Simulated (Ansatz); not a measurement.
# How Ru(0001) screens a field, part 2 of 2

Where does the screening charge of Ru(0001) sit?

Ansatz 0.2.0; plane-wave DFT, PBE, Ansatz PAW.

So far. Step 7 (Atoms held, field 0.2 V/Å): The dipole is 0.145 e·Å. Step 8 (Single point, field -0.2 V/Å): The dipole is -0.145 e·Å.

## (9) Atoms held, field 0.4 V/Å

Contents of input.yaml:

```yaml
crystal:
  lattice:
    - [2.7, 0.0, 0.0]
    - [1.35, 2.3382685902, 0.0]
    - [0.0, 0.0, 35.1072]
  atoms:
    - { symbol: Ru, position: [0.0, 0.0, 0.2563576702] }
    - { symbol: Ru, position: [0.6666666667, 0.6666666667, 0.3172682527] }
    - { symbol: Ru, position: [0.0, 0.0, 0.3781788351] }
    - { symbol: Ru, position: [0.6666666667, 0.6666666667, 0.4390894176] }
    - { symbol: Ru, position: [0.0, 0.0, 0.5] }
    - { symbol: Ru, position: [0.6666666667, 0.6666666667, 0.5609105824] }
    - { symbol: Ru, position: [0.0, 0.0, 0.6218211649] }
    - { symbol: Ru, position: [0.6666666667, 0.6666666667, 0.6827317473] }
    - { symbol: Ru, position: [0.0, 0.0, 0.7436423298] }
kpoints:
  mp_grid: { grid: [24, 24, 1] }
hamiltonian:
  xc: pbe
scf:
  occupations: { method: fermi_dirac, width: 0.1 }
  convergence: { dr2_threshold: 1.0e-10 }
efield:
  axis: 3
  dipole_correction: true
  ramp_position: 0.97
  ramp_width: 0.06
  amplitude: 0.4
output:
  forces: true
  write_potential: true
  write_density: true
  volumetric_format: npy
  elf: true
```

The run is started by

```console
$ ansatz run input.yaml --threads 4 --pin off --max-ram 6144MiB --backend cpu --events-out ev --progress --plain --runs-dir out
```

What it wrote:

```text
[...]
Crystal: 9 atoms, lattice volume = 221.643 Å³
Basis set: ecut = 420 eV, 4395 PW (Γ), exchange–correlation on 40×40×480 points (8 copies of the dense FFT grid, shifted against one another)
Bands: 87, of which v1, the nominal top of the filled ones, is band 72 counted from 1 (71 counted from 0)
Symmetry: 6 space group operations
k-points: 61 of 576 (time reversal used)
[...]
k-point 0: bands = [... 68 lower, 8.8165, 9.5012, 9.5012, 9.7475, 9.8908, 9.8908, 10.3742, 10.3742, ... 11 higher]
  k-point 1: bands = [... 68 lower, 8.8650, 9.4584, 9.4710, 9.6606, 9.8684, 9.8794, 10.3413, 10.3554, ... 11 higher]
  k-point 2: bands = [... 68 lower, 8.9938, 9.3111, 9.4017, 9.4503, 9.8160, 9.8267, 10.0417, 10.3078, ... 11 higher]
  k-point 60: bands = [... 68 lower, 9.9757, 10.6156, 11.3325, 11.3476, 11.3541, 11.7746, 11.7771, 11.8531, ... 11 higher]
[key lines of the parts left out:]
SCF converged after 14 iterations
Free energy (F): -52906.246814 eV
Fermi energy:    10.733210 eV
Dipole field:    D = 0.236182 V/Å  (p = 0.289294 e·Å, saw-weighted, corrected)
```

It took 99 s on 4 threads of Arm Neoverse N1, shared host; peak memory 1.1 GiB.

Running mean over 2.138 Å of the planar mean, with the applied field; the ramp of the sawtooth is left out. The electron's electrostatic potential energy less the Fermi level by z:

| z (Å) | electron's electrostatic potential energy less the Fermi level (eV) |
| --- | --- |
| 4 | 3.81 |
| 5 | 4.20 |
| 6 | 4.50 |
| 7 | 3.77 |
| 8 | -6.30 |
| 9 | -14.3 |
| 10 | -14.7 |
| 11 | -14.8 |
| 12 | -14.9 |
| 13 | -14.8 |
| 14 | -14.8 |
| 15 | -14.8 |
| 16 | -14.8 |
| 17 | -14.8 |
| 18 | -14.8 |
| 19 | -14.8 |
| 20 | -14.8 |
| 21 | -14.8 |
| 22 | -14.8 |
| 23 | -14.9 |
| 24 | -14.9 |
| 25 | -14.7 |
| 26 | -14.4 |
| 27 | -7.86 |
| 28 | 3.72 |
| 29 | 5.42 |
| 30 | 5.91 |
| 31 | 6.32 |

The dipole is 0.289 e·Å.

## (10) The response

This step: plane-wave DFT, PBE, Ansatz PAW; screening of a field by a metal slab (Ansatz 0.2.0).

The dipoles give the slope, and the difference of two potentials shows where the field is screened.

Numbers from this step:

| Property | Result |
| --- | --- |
| equivalent conductor thickness p/(ε₀AE) | 20.72 Å |
| distance between the outer atoms | 17.11 Å |
| inner field over outer field | 3.31e-4 |
| image plane, upper face | 1.808 Å |
| induced electrons on the upper face over ε₀E | -1.0000 |
| image plane, lower face | 1.809 Å |
| induced electrons on the lower face over ε₀E | 0.9995 |

Table of dipole of the cell by applied field:

| applied field (V/Å) | dipole of the cell (e·Å) |
| --- | --- |
| -0.200 | -0.145 |
| -0.100 | -0.0723 |
| -0.050 | -0.0361 |
| 0.000 | 0 |
| 0.050 | 0.0361 |
| 0.100 | 0.0723 |
| 0.200 | 0.145 |
| 0.400 | 0.289 |

Local field over the applied field, running mean. From the potentials at -0.05 and 0.05 V/Å; running mean over 2.138 Å. Table of local field over applied field by z:

| z (Å) | local field over applied field |
| --- | --- |
| 5 | 0.985 |
| 6 | 0.910 |
| 7 | 0.619 |
| 8 | 0.196 |
| 9 | -0.0116 |
| 10 | 1.5e-4 |
| 11 | 0.00191 |
| 12 | -0.00209 |
| 13 | -0.00310 |
| 14 | -7.6e-4 |
| 15 | -1.5e-4 |
| 16 | 1.8e-4 |
| 17 | 4.3e-4 |
| 18 | 4.5e-4 |
| 19 | 1.6e-4 |
| 20 | -4.0e-5 |
| 21 | -5.0e-4 |
| 22 | -0.00275 |
| 23 | -0.00171 |
| 24 | 0.00103 |
| 25 | 7.0e-4 |
| 26 | -0.0151 |
| 27 | 0.160 |
| 28 | 0.572 |
| 29 | 0.892 |
| 30 | 0.981 |

The induced electron density oscillates, so the rows of the table below give means over 1 Å (shorter at the two ends). Its distinct maxima (Å: e/Å³ per V/Å): 7.8: 0.00406, 8.9: 4.9e-4, 10.8: 3.5e-4, 24.0: 6.2e-4, 25.7: 7.6e-4, 26.5: 0.00149. Distinct minima: 8.6: -0.00149, 9.4: -7.6e-4, 11.1: -6.2e-4, 24.4: -3.5e-4, 26.2: -4.9e-4, 27.4: -0.00406.

Electrons, planar mean, per unit field. Table of induced electron density by z; means over each step:

| z (Å) | induced electron density (e/Å³ per V/Å) |
| --- | --- |
| 5 | 1.0e-4 |
| 6 | 6.1e-4 |
| 7 | 0.00251 |
| 8 | 0.00268 |
| 9 | -4.3e-4 |
| 10 | 4.0e-6 |
| 11 | -1.5e-5 |
| 12 | 7.1e-5 |
| 13 | -2.3e-5 |
| 14 | 2.9e-6 |
| 15 | 8.2e-6 |
| 16 | -8.0e-6 |
| 17 | -1.2e-7 |
| 18 | 5.8e-9 |
| 19 | 1.1e-5 |
| 20 | -1.2e-5 |
| 21 | 2.9e-6 |
| 22 | 1.5e-5 |
| 23 | -3.6e-5 |
| 24 | 5.7e-6 |
| 25 | -4.6e-5 |
| 26 | 3.3e-4 |
| 27 | -0.00214 |
| 28 | -0.00279 |
| 29 | -7.2e-4 |
| 30 | -1.3e-4 |

By hand: between -0.05 and 0.05 V/Å the dipole changes by 0.07229 e·Å, a slope of 0.7229 e·Å²/V. A perfect conductor of thickness t has p = ε₀AEt, so t = 180.95 × 0.7229 / 6.313 = 20.72 Å (e/ε₀ = 180.95 V·Å, A in Å²). Less the 17.11 Å between the outer atoms, and halved, that puts each image plane 1.81 Å out.

The induced dipole is that of a conductor 20.72 Å thick.

## (11) Varying the input

This step: plane-wave DFT, PBE, Ansatz PAW (Ansatz 0.2.0).

An input spoilt on purpose, to show how the run answers: it repeats the earlier run at 0.05 V/Å with efield.ramp_width from 0.06 to 0.9, and scf.max_iter set to 80.

input.yaml: that of step 9 with these lines changed.

```diff
@@ -22,2 +22,3 @@
   convergence: { dr2_threshold: 1.0e-10 }
+  max_iter: 80
 efield:
@@ -26,4 +27,4 @@
   ramp_position: 0.97
-  ramp_width: 0.06
-  amplitude: 0.4
+  ramp_width: 0.9
+  amplitude: 0.05
 output:
@@ -33,2 +34 @@
   volumetric_format: npy
-  elf: true
```

What it wrote:

```text
Engine: ansatz 0.2.0, aarch64-unknown-linux-gnu
Pseudopotentials: kind: paw
Pseudopotential: Ru, paw, valence charge 16, recommended cutoff 420 eV (normal), Ru.paw.azcp
Functional definition: PBE
  parameter kappa = 0.804
  parameter beta = 0.066725
  exchange = pbe_x(kappa = kappa, mu = beta*pi^2/3)
  correlation = pbe_c(beta = beta)
Crystal: 9 atoms, lattice volume = 221.643 Å³
Basis set: ecut = 420 eV, 4395 PW (Γ), exchange–correlation on 40×40×480 points (8 copies of the dense FFT grid, shifted against one another)
Bands: 87, of which v1, the nominal top of the filled ones, is band 72 counted from 1 (71 counted from 0)
Symmetry: 6 space group operations
k-points: 61 of 576 (time reversal used)
Non-local potential: Ru, projectors of the file, l = 0: 3, l = 1: 2, l = 2: 2, l = 3: 1
PAW form: soft (Blöchl's): semilocal exchange-correlation on the pseudo side does not see the compensation charge
PAW one-centre angular grid: Ru, 590 points (default); XC on 64 Gauss nodes
Initial density: superposition of atomic densities (neutral atoms: chi_scale 0, normalization atom, screened)
Initial wavefunctions: pseudopotential atomic-orbital guess
Functional: x = pbe(κ = 0.804, μ = 0.219515), c = pbe(β = 0.066725)
Error: efield: ion 0 (Ru) at fractional coordinate 0.2564 along the field axis lies inside the sawtooth ramp with 2 of the planes that the density is read on at each end, [0.9617, 0.8783] — the ramp must sit in vacuum (an ion there feels the fictitious reversed slope); set or move the ramp (efield.ramp_position / ramp_width) or move the geometry
```

Elapsed: 0.35 s, on 4 threads; peak memory 0.58 GiB; 0.89 s of CPU time.

The program refused the input before any cycle.

The program's message: “Error: efield: ion 0 (Ru) at fractional coordinate 0.2564 along the field axis lies inside the sawtooth ramp with 2 of the planes that the density is read on at each end, [0.9617, 0.8783] — the ramp m …”

The fault put into the input: a ramp so wide that it reaches the atoms.

## (12) A changed input

This step: plane-wave DFT, PBE, Ansatz PAW, but for the change named below (Ansatz 0.2.0).

An input spoilt on purpose, to show how the run answers: it repeats the earlier run at 0.05 V/Å with hamiltonian.xc from pbe to b3-lyp, and scf.max_iter set to 100.

input.yaml: that of step 11 with these lines changed.

```diff
@@ -18,3 +18,3 @@
 hamiltonian:
-  xc: pbe
+  xc: b3-lyp
 scf:
@@ -22,3 +22,3 @@
   convergence: { dr2_threshold: 1.0e-10 }
-  max_iter: 80
+  max_iter: 100
 efield:
@@ -27,3 +27,3 @@
   ramp_position: 0.97
-  ramp_width: 0.9
+  ramp_width: 0.06
   amplitude: 0.05
```

What it wrote:

```text
Error: YAML parse error: error: line 19 column 7: hamiltonian.xc: unknown variant `b3-lyp`, expected one of `lda`, `lda-pw`, `pw92`, `pbe`, `pbesol`, `rpbe`, `revpbe`, `blyp`, `pbe0`, `revpbe0`, `b3lyp`, `b3lyp5`, `hse06`, `wpbeh`, `hiss`, `lc_wpbe`, `cam_b3lyp`, `hf`, `r2scan`, `r2scanh`, `r2scan0`, `r2scan50`, `mr2scan`
  --> <input>:19:7
   |
17 |   mp_grid: { grid: [24, 24, 1] }
18 | hamiltonian:
19 |   xc: b3-lyp
   |       ^ hamiltonian.xc: unknown variant `b3-lyp`, expected one of `lda`, `lda-pw`, `pw92`, `pbe`, `pbesol`, `rpbe`, `revpbe`, `blyp`, `pbe0`, `revpbe0`, `b3lyp`, `b3lyp5`, `hse06`, `wpbeh`, `hiss`, `lc_wpbe`, `cam_b3lyp`, `hf`, `r2scan`, `r2scanh`, `r2scan0`, `r2scan50`, `mr2scan`
20 | scf:
21 |   occupations: { method: fermi_dirac, width: 0.1 }
   |
```

Run time: 0.03 s. Hardware: 4 threads; peak memory 0.021 GiB.

The input was rejected at the start.

The program's message: “Error: YAML parse error: error: line 19 column 7: hamiltonian.xc: unknown variant `b3-lyp`, expected one of `lda`, `lda-pw`, `pw92`, `pbe`, `pbesol`, `rpbe`, `revpbe`, `blyp`, `pbe0`, `revpbe0`, `b3ly …”

The fault put into the input: an unknown functional.

## (13) Outcome

| Item | Value |
| --- | --- |
| work function | 5.07 eV |
| image plane, upper face | 1.81 Å |
| induced electrons on the upper face over ε₀E | -1.000 |
| equivalent conductor thickness p/(ε₀AE) | 20.7 Å |
| inner field over outer field | 3.3e-4 |

What this shows: The induced charge has its centre 1.81 Å outside the outermost atoms; this is the plane from which a capacitor's gap or an image potential counts. The equivalent conductor thickness exceeds the distance between the outer atoms by 3.61 Å, about the sum of the two image-plane distances. In the middle of the slab the field is screened to under 0.5 % of its outer value. The atoms are held at bulk positions with the tabulated experimental lattice constant.

[Long decimals in the printed logs are rounded to 6 places.]

[Logs are printed without paths, hosts, clocks, repeated set-up lines and the standing remarks that a program may print on its own settings, such as how far it seeks lower states.]

[Hosts, paths, dates, database ids (printed as entryN), source tags and the programs' standing remarks are cut or masked in the printed files.]

[Maps of the electrostatic potential energy from Ansatz leave out the sawtooth potential of an applied field or a dipole correction, so their vacuum need not be flat; planar profiles and work functions include it.]
